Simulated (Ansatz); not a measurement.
# NaCl (Fm-3m): phonons against volume

Which modes of NaCl drive its thermal expansion?

Measurements to reproduce:
- volume expansion coefficient 121.2 1e-6/K near room temperature (given in “Descriptors for thermal expansion in solids”, 2017, arXiv:1701.03966)
- volume expansion coefficient 119.1 1e-6/K and heat capacity C_P per formula unit 50.54 J/mol/K near room temperature (given in “High-Throughput Prediction of Finite-Temperature Properties using the Quasi-Harmonic Approximation”, 2016, arXiv:1603.06924)

Program: Ansatz 0.2.0. Level of theory: DFT PBEsol, scalar-relativistic, plane waves, PAW. Results are calculated unless marked as measured.

The database entry behind the starting cell differs from later determinations by our own check (an axis about 0.4 % short against later determinations), so it need not match the best structure at ambient conditions.

### 1. Set-up

It takes space group Fm-3m (No. 225, cubic). Conventional cell: a = 5.620 Å, b = 5.620 Å, c = 5.620 Å, α = 90.00°, β = 90.00°, γ = 90.00°. Nearest to Na lie 6 Cl at 2.81 Å. Cl has 6 Na at 2.81 Å nearest. Farther neighbours and most contacts between anions are not listed.

Coordinates:

```cif
data_structure
_symmetry_space_group_name_H-M 'Fm-3m'
_symmetry_Int_Tables_number 225
_cell_length_a 5.6200
_cell_length_b 5.6200
_cell_length_c 5.6200
_cell_angle_alpha 90.000
_cell_angle_beta 90.000
_cell_angle_gamma 90.000
_cell_volume 177.50
loop_
_atom_site_label
_atom_site_type_symbol
_atom_site_symmetry_multiplicity
_atom_site_Wyckoff_symbol
_atom_site_fract_x
_atom_site_fract_y
_atom_site_fract_z
_atom_site_occupancy
Na1 Na 4 a 0.00000 0.00000 0.00000 1
Cl1 Cl 4 b 0.50000 0.00000 0.00000 1
```

### 2. A first coarse run

A cheap single point shows whether the cell is a metal or an insulator and how far it is from rest; that sets the k-mesh and the occupations of what follows.

Contents of input.yaml:

```yaml
crystal:
  lattice:
    - [0.0, 2.81, 2.81]
    - [2.81, 0.0, 2.81]
    - [2.81, 2.81, 0.0]
  atoms:
    - { symbol: Na, position: [0.0, 0.0, 0.0] }
    - { symbol: Cl, position: [0.5, 0.5, 0.5] }
kpoints:
  mp_grid: { grid: [6, 6, 6] }
hamiltonian:
  xc: pbesol
scf:
  occupations: { method: gaussian, width: 0.1 }
output:
  forces: true
  stress: true
  eigenvalues: true
```

The run is started by

```
> ansatz run input.yaml --threads 4 --pin off --max-ram 16384MiB --backend cpu --events-out ev --progress --plain --runs-dir out
```

Numbers of over 12 decimals in the logs are rounded to 6 here.

The log of the run:

```text
Engine: ansatz 0.2.0, aarch64-unknown-linux-gnu
Pseudopotentials: kind: paw
Pseudopotential: Na, paw, valence charge 9, recommended cutoff 420 eV (normal), Na.paw.azcp
Pseudopotential: Cl, paw, valence charge 7, recommended cutoff 420 eV (normal), Cl.paw.azcp
Functional definition: PBEsol
  exchange = pbesol_x
  correlation = pbesol_c
Crystal: 2 atoms, lattice volume = 44.376 Å³
Basis set: ecut = 420 eV, 893 PW (Γ), exchange–correlation on 54×54×54 points (8 copies of the dense FFT grid, shifted against one another)
Bands: 12, of which v1, the nominal top of the filled ones, is band 8 counted from 1 (7 counted from 0)
Symmetry: 48 space group operations
Space group: Fm-3m (ITA 225), of the structure as read, at distance tolerance 3.5e-5 Å
k-points: 16 of 216
Non-local potential: Na, projectors of the file, l = 0: 3, l = 1: 2, l = 2: 1
Non-local potential: Cl, projectors of the file, l = 0: 2, l = 1: 2, l = 2: 2
PAW form: soft (Blöchl's): semilocal exchange-correlation on the pseudo side does not see the compensation charge
PAW frozen core: Na, regenerated for the run's functional, and the local potential with it (the file was generated under x = pbe(κ = 0.804, μ = 0.219515), c = pbe(β = 0.066725))
PAW frozen core: Cl, regenerated for the run's functional, and the local potential with it (the file was generated under x = pbe(κ = 0.804, μ = 0.219515), c = pbe(β = 0.066725))
PAW one-centre angular grid: Na, 110 points (default); XC on 64 Gauss nodes
PAW one-centre angular grid: Cl, 110 points (default); XC on 64 Gauss nodes
Initial density: superposition of atomic densities (neutral atoms: chi_scale 0, normalization atom), corrected by the library's trained network
Initial wavefunctions: pseudopotential atomic-orbital guess
Functional: x = pbesol(κ = 0.804, μ = 0.123457), c = pbesol(β = 0.046)
SCF iter   1: F=—  HF=-2540.289133 eV  |F-HF|=—  |Δ(HF+E_count)|=         —  Δρ=2.79e-3  dr2=3.74e-3  ethr=1.77e-3  ⟨swp⟩=5.1  Hψ=1100  notcnv=0
preconditioner: auto → none  [insulator: Δε(μ)=4.919 eV  Ē_g=20.728 eV  σ=0.100 eV  W_gap=1.00  n_scr=14 (ndim 8)  ℏωp=20.9 eV  f_vac=0.032  D(μ)=0.00/eV (n_scr^D=0)  ε∞_Penn≈2.0]
SCF iter   2: F=—  HF=-2540.286490 eV  |F-HF|=—  |Δ(HF+E_count)|=   2.64e-3  Δρ=1.26e-3  dr2=8.91e-4  ethr=2.34e-5  ⟨swp⟩=2.7  Hψ=425  notcnv=0
SCF iter   3: F=—  HF=-2540.286455 eV  |F-HF|=—  |Δ(HF+E_count)|=   3.57e-5  Δρ=8.73e-4  dr2=4.82e-4  ethr=5.57e-6  ⟨swp⟩=2.1  Hψ=264  notcnv=0
SCF iter   4: F=—  HF=-2540.286287 eV  |F-HF|=—  |Δ(HF+E_count)|=   1.67e-4  Δρ=2.12e-4  dr2=2.17e-5  ethr=3.01e-6  ⟨swp⟩=2.0  Hψ=240  notcnv=0
SCF iter   5: F=—  HF=-2540.286310 eV  |F-HF|=—  |Δ(HF+E_count)|=   2.27e-5  Δρ=5.13e-5  dr2=2.08e-6  ethr=1.36e-7  ⟨swp⟩=2.2  Hψ=268  notcnv=0
SCF iter   6: F=—  HF=-2540.286310 eV  |F-HF|=—  |Δ(HF+E_count)|=   4.47e-7  Δρ=1.85e-5  dr2=2.70e-7  ethr=1.30e-8  ⟨swp⟩=2.1  Hψ=230  notcnv=0
SCF iter   7: F=-2540.286310 eV  HF=-2540.286310 eV  |F-HF|=7.25e-9  |Δ(HF+E_count)|=   6.43e-8  Δρ=3.81e-6  dr2=1.14e-8  ethr=6.25e-10  ⟨swp⟩=4.0  Hψ=567  notcnv=0
SCF 1 converged in 7 iterations: F = -2540.286310 eV  dr2 = 1.14e-8
  greatest PAW one-centre occupation: 0.999 electrons in one spin orbital (limit 2), on the Na atom at site 0 (counted from 0), in its partial waves of l = 0
SCF converged after 7 iterations
Free energy (F): -2540.286310 eV
Harris-Foulkes:  -2540.286310 eV  (|F-HF|=7.25e-9)
Internal energy: -2540.286310 eV  (E = F + TS)
E sigma→0 (E₀):  -2540.286310 eV
Fermi energy:    3.617503 eV
--- Per-component energies (eV) ---
  E_band       = -232.669625
  E_kinetic    = 282.527192
  E_local      = -1524.122738  (includes V_loc(G=0)·N_el)
  E_nonlocal   = 144.804728
  E_hartree    = 536.134830
  E_xc         = -144.955813
  E_vxc        = -171.796136  (∫ρ·V_xc dr)
  E_paw        = -895.322554  (= ΣΔE_a)
  E_vpaw       = -36.353583  (= ΣTr[D̂ρ^β])
  E_aug_tail   = 0.000077  (compensation charges beyond the density's cutoff)
  E_ewald      = -939.485157
  E_core_change = 0.133126  (= ΣΔE_core)
  E_smearing   = -0.000000  (= −TS)
  E_closure    = 0.000000  (closes the sum)
  Σ components = -2540.286310   (vs F -2540.286310, Δ=0.00e0)
--- Forces (eV/Å), atoms counted from 1 ---
  atom   1  Na    -0.00000000     0.00000000    -0.00000000
  atom   2  Cl     0.00000000    -0.00000000     0.00000000
  max |Σ_I F_I| component: 3.73e-30 eV/Å
--- Stress (GPa, compression-positive) ---
       -0.241875       0.000000       0.000000
        0.000000      -0.241875      -0.000000
        0.000000      -0.000000      -0.241875
  P = ⅓ Tr σ = -0.2419 GPa (-2.419 kbar)
--- Band table (eV; the first three rows and the last of 16) ---
  k-point 0: bands = [... 4 lower, -11.5363, 1.1291, 1.1291, 1.1291, 6.1037, 12.0355, 12.0355, 12.0355]
  k-point 1: bands = [... 4 lower, -11.4519, 0.5003, 1.0570, 1.0570, 6.9328, 11.2530, 12.3214, 12.3214]
  k-point 2: bands = [... 4 lower, -11.2754, -0.4638, 0.9197, 0.9197, 8.0239, 11.0894, 12.1490, 12.1490]
  k-point 15: bands = [... 4 lower, -11.1201, -0.3680, 0.1792, 0.3861, 9.4344, 9.8170, 11.4824, 13.0726]
```

It took 0.97 s on 4 threads of Arm Neoverse V1, shared host; peak memory 0.27 GiB; 1.6 s of CPU time.

Reading the cycles: dr2 is the Hartree energy of the density residual (eV), the measure of convergence; HF is the Harris–Foulkes estimate of the energy, which meets the free energy F at convergence.

Numbers from this step:

| Property | Result |
| --- | --- |
| pressure | -0.2419 GPa |
| gap on the k-mesh | 4.975 eV |
| volume per atom | 22.19 Å³ |

The start is under -0.24 GPa at this level and looks like an insulator or semiconductor on this mesh.

### 3. Relaxation

Phonons are second derivatives about a minimum, so cell and atoms are relaxed first, inside the symmetry of the start.

input.yaml, the sections that differ from step 2:

```yaml
kpoints:
  mp_grid: { grid: [8, 8, 8] }
scf:
  occupations: { method: gaussian, width: 0.02 }
relax:
  adjacent_minimum: "off"
  f_tol: 0.005
  max_steps: 80
  cell: { stress_tol: 0.05 }
# crystal, hamiltonian, output: as in step 2
```

The log of the run:

```text
[...]
Crystal: 2 atoms, lattice volume = 44.376 Å³
Basis set: ecut = 420 eV, 893 PW (Γ), exchange–correlation on 54×54×54 points (8 copies of the dense FFT grid, shifted against one another)
Bands: 12, of which v1, the nominal top of the filled ones, is band 8 counted from 1 (7 counted from 0)
Symmetry: 48 space group operations
[...]
k-points: 29 of 512
[...]
SCF iter   1: F=—  HF=-2540.289201 eV  |F-HF|=—  |Δ(HF+E_count)|=         —  Δρ=2.83e-3  dr2=3.82e-3  ethr=1.77e-3  ⟨swp⟩=6.0  Hψ=2044  notcnv=0
[...]
SCF iter   6: F=-2540.286338 eV  HF=-2540.286338 eV  |F-HF|=5.03e-8  |Δ(HF+E_count)|=   2.95e-7  Δρ=1.09e-5  dr2=9.53e-8  ethr=6.25e-10  ⟨swp⟩=3.0  Hψ=1185  notcnv=0
SCF 1 converged in 6 iterations: F = -2540.286338 eV  dr2 = 9.53e-8
[...]
relax step   1: F+E_penalty+E_count = -2540.28633845 eV  Δ(F+E_penalty+E_count) = +0.000e0 eV  max|allowed force component| = 4.930e-30 eV/Å  Δτ_max = 0.0000 Å  P = -0.242 GPa  Ω = 44.376 Å³  (6 SCF iters, dr2 threshold 1.00e-7 eV, accepted)
Crystal: 2 atoms, lattice volume = 44.097 Å³
Basis set: ecut = 420 eV, 869 PW (Γ), exchange–correlation on 54×54×54 points (8 copies of the dense FFT grid, shifted against one another)
[...]
iter 1 solved again at ethr=2.84e-7 eV; its pass at ethr=3.10e-3 eV (dr2=4.54e-5 eV) is discarded
[...]
SCF iter   4: F=-2540.286628 eV  HF=-2540.286628 eV  |F-HF|=6.41e-9  |Δ(HF+E_count)|=   1.96e-7  Δρ=5.30e-6  dr2=1.82e-8  ethr=9.17e-10  ⟨swp⟩=5.0  Hψ=1530  notcnv=0
SCF 2 converged in 4 iterations: F = -2540.286628 eV  dr2 = 1.82e-8
relax step   2: F+E_penalty+E_count = -2540.28662772 eV  Δ(F+E_penalty+E_count) = -2.893e-4 eV  max|allowed force component| = 1.931e-30 eV/Å  Δτ_max = 0.0000 Å  P = -0.085 GPa  Ω = 44.097 Å³  energy of the carried Pulay correction = +3.818e-6 eV  (4 SCF iters, dr2 threshold 1.47e-7 eV, accepted)
Crystal: 2 atoms, lattice volume = 43.949 Å³
[...]
SCF iter   4: F=-2540.286668 eV  HF=-2540.286668 eV  |F-HF|=1.71e-9  |Δ(HF+E_count)|=   3.48e-8  Δρ=3.05e-6  dr2=6.08e-9  ethr=1.12e-10  ⟨swp⟩=3.0  Hψ=1347  notcnv=0
SCF 3 converged in 4 iterations: F = -2540.286668 eV  dr2 = 6.08e-9
relax step   3: F+E_penalty+E_count = -2540.28666821 eV  Δ(F+E_penalty+E_count) = -4.049e-5 eV  max|allowed force component| = 1.578e-29 eV/Å  Δτ_max = 0.0000 Å  P = +0.002 GPa  Ω = 43.949 Å³  energy of the carried Pulay correction = +5.861e-6 eV  (4 SCF iters, dr2 threshold 1.79e-8 eV, accepted)
[...]
SCF iter   1: F=—  HF=-2540.286626 eV  |F-HF|=—  |Δ(HF+E_count)|=         —  Δρ=6.04e-6  dr2=1.78e-8  ethr=4.32e-6  ⟨swp⟩=2.9  Hψ=2916  notcnv=0
eigensolver tolerance schedule: the retry pair's looser diagonalisation over-reported the residual by 38964.90 of it (diagonalisation noise at an unbounded share of the residual, at the tolerance the schedule requests for it); recorded, not acted on — ethr = c·dr2/N_el stays at c = 1.0e-1
[...]
SCF iter   2: F=—  HF=-2540.286662 eV  |F-HF|=—  |Δ(HF+E_count)|=   3.57e-5  Δρ=3.73e-6  dr2=5.53e-9  ethr=1.11e-10  ⟨swp⟩=2.6  Hψ=641  notcnv=0
[...]
SCF iter   6: F=-2540.286662 eV  HF=-2540.286662 eV  |F-HF|=1.82e-12  |Δ(HF+E_count)|=  5.91e-12  Δρ=7.02e-8  dr2=2.27e-12  ethr=1.00e-12  ⟨swp⟩=5.0  Hψ=1137  notcnv=0
SCF 4 converged in 6 iterations: F = -2540.286662 eV  dr2 = 2.27e-12
relax step   4: F+E_penalty+E_count = -2540.28666154 eV  Δ(F+E_penalty+E_count) = +6.670e-6 eV  max|allowed force component| = 2.373e-29 eV/Å  Δτ_max = 0.0000 Å  P = +0.002 GPa  Ω = 43.949 Å³  stress off target by 2.09e-3 GPa  SCF on the basis re-selected at this cell (its energy is not comparable with the rows above)  (6 SCF iters)
basis re-selected at this cell: Δ(F+E_penalty+E_count) = +6.670e-6 eV, ΔP = +0.000 GPa vs the last step (what re-selecting the basis moved, of the pressure what is left beyond the Pulay correction that the steps carried, after the strain that the cell walked since its last selection, with what the two solves' SCF thresholds leave and, on support functions, any second-order correction that the steps lacked; it is no m [...]
SCF converged after 6 iterations
Free energy (F): -2540.286662 eV
[...]
Internal energy: -2540.286662 eV  (E = F + TS)
E sigma→0 (E₀):  -2540.286662 eV
Fermi energy:    3.709128 eV
[...]
--- Stress (GPa, compression-positive) ---
        0.002090      -0.000000      -0.000000
       -0.000000       0.002090      -0.000000
       -0.000000      -0.000000       0.002090
  P = ⅓ Tr σ = 0.0021 GPa (0.021 kbar)
--- Band table (eV; the first three rows and the last of 29) ---
  k-point 0: bands = [... 4 lower, -11.4845, 1.2037, 1.2037, 1.2037, 6.2145, 12.1179, 12.1179, 12.1179]
  k-point 1: bands = [... 4 lower, -11.4339, 0.8111, 1.1602, 1.1602, 6.7265, 11.5803, 12.3141, 12.3141]
  k-point 2: bands = [... 4 lower, -11.3081, 0.0430, 1.0589, 1.0589, 7.7007, 11.0614, 12.4223, 12.4223]
  k-point 28: bands = [... 4 lower, -11.0520, -0.0551, -0.0551, 0.4078, 9.9994, 10.7474, 10.7474, 12.4770]
--- Relaxed structure (3 steps of the walk, 3 accepted, 1 SCFs on fresh bases) ---
  F+E_penalty+E_count = -2540.28666154 eV   max|allowed force component| = 2.373e-29 eV/Å   (the final SCF, on the basis selected at the relaxed cell)
  cell:  # Å, volume = 43.9488 Å³
    - [0, 2.800952, 2.800952]
    - [2.800952, 0, 2.800952]
    - [2.800952, 2.800952, 0]
  atoms:
    - { symbol: Na, position: [0, 0, 0] }
    - { symbol: Cl, position: [0.500000, 0.500000, 0.500000] }
```

Elapsed: 1.8 s, on 4 threads; peak memory 0.3 GiB; 5.4 s of CPU time.

Relaxation path:

| step | energy less that of the first step (eV) | largest force component (eV/Å) | pressure (GPa) | volume (Å³) |
| --- | --- | --- | --- | --- |
| 1 | 0.0000 | 0.0000 | -0.24 | 44.38 |
| 2 | -0.0003 | 0.0000 | -0.08 | 44.10 |
| 3 | -0.0003 | 0.0000 | 0.00 | 43.95 |
| 4* | -0.0003 | 0.0000 | 0.00 | 43.95 |

Relaxation steps marked * repeat the geometry before them on a plane-wave basis chosen anew for their cell, so energy and pressure can jump there.

The run keeps the 48 symmetry operations that it works with, so distortions that break them were not tested.

| conventional cell, symmetrised | before | after | change |
| --- | --- | --- | --- |
| a (Å) | 5.620 | 5.602 | -0.3 % |
| b (Å) | 5.620 | 5.602 | -0.3 % |
| c (Å) | 5.620 | 5.602 | -0.3 % |
| volume (Å³/atom) | 22.19 | 21.97 | -1.0 % |

The relaxed structure:

```xyz
2
Lattice="0.0000 2.8010 2.8010 2.8010 0.0000 2.8010 2.8010 2.8010 0.0000" Properties=species:S:1:pos:R:3 pbc="T T T"
Na    0.0000    0.0000    0.0000
Cl    2.8010    2.8010    2.8010
```

Numbers from this step:

| Item | Value |
| --- | --- |
| pressure | 0.002090 GPa |
| gap on the k-mesh | 5.011 eV |
| volume per atom | 21.97 Å³ |

The cell shrank by 1.0 % in volume.

### 4. Tight relaxation

The thresholds are tightened for a last relaxation ahead of the phonons, and where mesh or smearing change with them the cell follows.

input.yaml, the sections that differ from step 3:

```yaml
crystal:
  lattice:
    - [0.0, 2.8009522132, 2.8009522132]
    - [2.8009522132, 0.0, 2.8009522132]
    - [2.8009522132, 2.8009522132, 0.0]
  atoms:
    - { symbol: Na, position: [0.0, 0.0, 0.0] }
    - { symbol: Cl, position: [0.5, 0.5, 0.5] }
scf:
  occupations: { method: fixed }
relax:
  adjacent_minimum: "off"
  f_tol: 0.001
  max_steps: 60
  cell: { stress_tol: 0.01 }
# kpoints, hamiltonian, output: as in step 3
```

The log of the run:

```text
[...]
Crystal: 2 atoms, lattice volume = 43.949 Å³
Basis set: ecut = 420 eV, 869 PW (Γ), exchange–correlation on 54×54×54 points (8 copies of the dense FFT grid, shifted against one another)
Bands: 12, of which v1, the nominal top of the filled ones, is band 8 counted from 1 (7 counted from 0)
Symmetry: 48 space group operations
[...]
k-points: 29 of 512
[...]
k-point 28: bands = [... 4 lower, -11.0520, -0.0551, -0.0551, 0.4078, 9.9994, 10.7474, 10.7474, 12.4770]
--- Relaxed structure (1 steps of the walk, 1 accepted, 1 SCFs on fresh bases) ---
[...]
cell:  # Å, volume = 43.9488 Å³
    - [0.0, 2.8009522132, 2.8009522132]
    - [2.8009522132, 0.0, 2.8009522132]
    - [2.8009522132, 2.8009522132, 0.0]
  atoms:
    - { symbol: Na, position: [0.0, 0.0, 0.0] }
    - { symbol: Cl, position: [0.5, 0.5, 0.5] }
[key lines of the parts left out:]
SCF converged after 7 iterations
Free energy (F): -2540.286662 eV
Fermi energy:    1.203673 eV
P = ⅓ Tr σ = 0.0021 GPa (0.021 kbar)
```

Wall time 1 s (4 threads); peak memory 0.29 GiB; 3.1 s of CPU time.

Little changed from the start: no atom moved by 0.005 Å and no cell edge by 0.1 %.

This step gave:

| Item | Value |
| --- | --- |
| pressure | 0.002092 GPa |

The residual pressure is 0.0021 GPa, small enough for phonons.

(Part 1 of 4 ends here.)

[Logs are printed without paths, hosts, clocks, repeated set-up lines and the standing remarks that a program may print on its own settings, such as how far it seeks lower states.]

[Hosts, paths, dates, database ids (printed as entryN), source tags and the programs' standing remarks are cut or masked in the printed files.]

[A step with changed settings may run another functional than the one named; its input shows which.]

[Of the runs on displaced cells, only some may be shown.]
